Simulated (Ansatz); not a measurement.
# A failed many-body run on K2YInBr6 (double perovskite (elpasolite)) (Fm-3m)

A first try at the G0W0 gap of K2YInBr6 (double perovskite (elpasolite)) (Fm-3m), what the program said, and an input that works.

Program: Ansatz 0.2.0. Level of theory: G0W0 on LDA, plane waves, PAW. Results are calculated unless marked as measured.

The structure was built from a prototype and need not be the compound's stable phase.

## 1. Starting point

Symmetry: Fm-3m, No. 225, cubic system. Conventional cell: a = 11.413 Å, b = 11.413 Å, c = 11.413 Å, α = 90.00°, β = 90.00°, γ = 90.00°. K has 12 Br at 4.04 Å nearest. Nearest to In lie 6 Br at 2.99 Å. Nearest to Y lie 6 Br at 2.72 Å. Nearest to Br lie 1 Y at 2.72 Å and 1 In at 2.99 Å and 4 K at 4.04 Å. It derives from Br6In1K2Y1. Farther neighbours and most contacts between anions are not listed.

Structure file:

```cif
data_structure
_symmetry_space_group_name_H-M 'Fm-3m'
_symmetry_Int_Tables_number 225
_cell_length_a 11.4125
_cell_length_b 11.4125
_cell_length_c 11.4125
_cell_angle_alpha 90.000
_cell_angle_beta 90.000
_cell_angle_gamma 90.000
_cell_volume 1486.43
loop_
_atom_site_label
_atom_site_type_symbol
_atom_site_symmetry_multiplicity
_atom_site_Wyckoff_symbol
_atom_site_fract_x
_atom_site_fract_y
_atom_site_fract_z
_atom_site_occupancy
K1 K 8 c 0.25000 0.75000 0.75000 1
In1 In 4 a 0.00000 0.00000 0.00000 1
Y1 Y 4 b 0.50000 0.00000 0.00000 1
Br1 Br 24 e 0.73841 0.00000 0.00000 1
```

The structure was relaxed with LDA. The structure type comes from a generator and need not be one that this composition takes. The runs that relaxed it are not among those shown. The default PAW set here is soft_2. Its files were made with PBE.

## 2. First try

File input.yaml:

```yaml
crystal:
  lattice:
    - [0.0, 5.7062557021, 5.7062557021]
    - [5.7062557021, 0.0, 5.7062557021]
    - [5.7062557021, 5.7062557021, 0.0]
  atoms:
    - { symbol: K, position: [0.25, 0.25, 0.25] }
    - { symbol: K, position: [0.75, 0.75, 0.75] }
    - { symbol: In, position: [0.0, 0.0, 0.0] }
    - { symbol: "Y", position: [0.5, 0.5, 0.5] }
    - { symbol: Br, position: [0.2615945249, 0.7384054751, 0.7384054751] }
    - { symbol: Br, position: [0.2615945249, 0.7384054751, 0.2615945249] }
    - { symbol: Br, position: [0.7384054751, 0.2615945249, 0.7384054751] }
    - { symbol: Br, position: [0.7384054751, 0.2615945249, 0.2615945249] }
    - { symbol: Br, position: [0.7384054751, 0.7384054751, 0.2615945249] }
    - { symbol: Br, position: [0.2615945249, 0.2615945249, 0.7384054751] }
kpoints:
  mp_grid: { grid: [2, 2, 2] }
hamiltonian:
  xc: lda
scf:
  occupations: { method: fixed }
gw:
  n_empty_bands: 100000
  ecut_chi: 80
  qp_bands: [v3, c3]
  qp_kpoints: band_edges
  screening: { model: contour_deformation }
```

On the command line:

```console
$ ansatz run input.yaml --threads 4 --pin off --max-ram 17510MiB --backend cpu --events-out ev --progress --plain --runs-dir out
```

Numbers of over 12 decimals in the logs are rounded to 6 here.

Log:

```text
Error: inconsistent input (gw.n_empty_bands, basis.ecutwfc): the count of 100042 bands up to the last of gw.n_empty_bands exceeds the smallest per-k basis n_pw = 7216 of the GW NSCF pass (the SCF k-mesh) (at k = [0.000000, -0.500000, -0.500000] in reciprocal lattice vectors) — raise basis.ecutwfc, or ask for fewer bands where the run can do with them
```

Run time: 0.12 s. Hardware: 4 threads of Arm Neoverse V1, shared host; peak memory 0.1 GiB.

**What went wrong?**

The program refused the input before any cycle.

The program's message: “Error: inconsistent input (gw.n_empty_bands, basis.ecutwfc): the count of 100042 bands up to the last of gw.n_empty_bands exceeds the smallest per-k basis n_pw = 7216 of the GW NSCF pass (the SCF k-me …”

The fault: more bands than plane waves. A basis holds no more bands than it has plane waves.

## 3. A better input

Now the one-shot GW correction: screening in the RPA, then the self-energy of the levels asked for.

Changes to input.yaml since step 2:

```diff
@@ -23,4 +23,4 @@
 gw:
-  n_empty_bands: 100000
-  ecut_chi: 80
+  n_empty_bands: 1109
+  ecut_chi: 120.0
   qp_bands: [v3, c3]
```

Log:

```text
[...]
Crystal: 10 atoms, lattice volume = 371.607 Å³
Basis set: ecut = 420 eV, 7343 PW (Γ)
Bands: 52, of which v1, the nominal top of the filled ones, is band 42 counted from 1 (41 counted from 0)
Symmetry: 48 space group operations
[...]
k-points: 3 of 8
[...]
SCF iter   1: F=—  HF=-28372.919723 eV  |F-HF|=—  |Δ(HF+E_count)|=         —  Δρ=4.44e-3  dr2=5.46e-2  ethr=1.77e-3  ⟨swp⟩=5.7  Hψ=536  notcnv=0  defer=17
[...]
SCF iter   7: F=-28372.905736 eV  HF=-28372.905736 eV  |F-HF|=3.64e-9  |Δ(HF+E_count)|=   4.48e-8  Δρ=1.68e-6  dr2=1.42e-8  ethr=1.19e-10  ⟨swp⟩=19.7  Hψ=675  notcnv=0
SCF 1 converged in 7 iterations: F = -28372.905736 eV  dr2 = 1.42e-8
[...]
NSCF: frozen V_eff on 3 k-points
G₀W₀ screening: q 1/3
[... further progress lines ...]
[...]
SCF converged after 7 iterations
Free energy (F): -28372.905736 eV
[...]
0    41      1.4819   -19.6954     2.4023   -16.1852  0.7532     0.3421     0.3740  root
     0    42      2.2286   -16.4240     0.6888   -15.1122  0.7658     1.5824     1.6056  root ?
     0    43      5.2336    -3.4158    -3.2641    -7.3840  0.8245     5.9467     5.9377  root
     0    44      5.8108    -7.3097    -4.6196   -12.9650  0.7720     6.8732     6.8465  root
     0    45      5.8108    -7.3097    -4.6196   -12.9650  0.7720     6.8732     6.8465  root
     1    40      1.1506   -19.1522     2.4391   -15.6030  0.7505     0.0065     0.0405  root
     1    41      1.2612   -19.3705     2.4557   -15.7894  0.7512     0.1014     0.1358  root
     1    42      3.3491   -17.8344     0.6863   -16.4629  0.7785     2.6560     2.6640  root
[...]
2    42      2.5458   -16.9761     0.5754   -15.8169  0.7695     1.9537     1.9620  root
     2    43      5.8480    -7.2477    -4.7141   -13.0118  0.7706     6.9260     6.8980  root
     2    44      6.3747    -8.8137    -4.9842   -14.9107  0.7553     7.5225     7.4874  root
     2    45      6.3747    -8.8137    -4.9842   -14.9107  0.7553     7.5225     7.4874  root
[key lines of the parts left out:]
Fermi energy:    3.349094 eV
```

It took 5.4 min on 4 threads; peak memory 7 GiB.

Numbers from this step:

| Item | Value |
| --- | --- |
| bands summed | 1151 |
| RPA ε∞ on this mesh (eigenvalues) | 3.970, 3.970, 3.970 |
| plane waves in the screening matrix | 1067 |
| q-points in the mesh | 8 |
| G0W0 gap on the mesh | 3.274 eV |
| k of the valence top | 0, 0, -0.5 |
| k of the conduction bottom | 0, 0, 0 |
| starting gap on the mesh | 1.884 eV |
| Z at the valence top | 0.7785 |
| Z at the conduction bottom | 0.8245 |
| least direct G0W0 gap on the computed points | 3.706 eV |

The gap on the mesh goes from 1.88 eV to 3.27 eV, a correction of +1.39 eV. Between the two edge states, bare exchange in place of the xc potential would open the gap by 5.34 eV, and correlation takes back 3.95 eV.

## 4. Outcome

```json
{
 "first try": "refused after 0.12 s",
 "better run": "G0W0 gap on the mesh 3.27 eV (2×2×2 mesh, 1109 empty bands, screening to 120 eV)"
}
```

In words: The second run differs in: empty bands and screening cutoff (eV). Bands and cutoff are finite, so the gap is not at the basis limit. The miss can reach some tenths of an eV and take either sign; the mesh is an error of its own. The 2×2×2 mesh is coarse for this cell (its supercell is 16 Å along the shortest edge). The RPA ε∞ on it, from the LDA start, is 3.97; such meshes misread the long-range screening, most where the gap is narrow. The many-body steps are scalar-relativistic: spin-orbit coupling is not in them.

[Paths, hosts, dates, memory and timing lines, banners, echoed tables and standing remarks are left out of the program output.]

[Logs are printed without paths, hosts, clocks, repeated set-up lines and the standing remarks that a program may print on its own settings, such as how far it seeks lower states.]

[Runs of the session that timed out or met a known fault of the program may be left out.]

[Cells called generated may have been cut or substituted from an entry of the Crystallography Open Database or the Materials Project.]

[Hosts, paths, dates, database ids (printed as entryN), source tags and the programs' standing remarks are cut or masked in the printed files.]
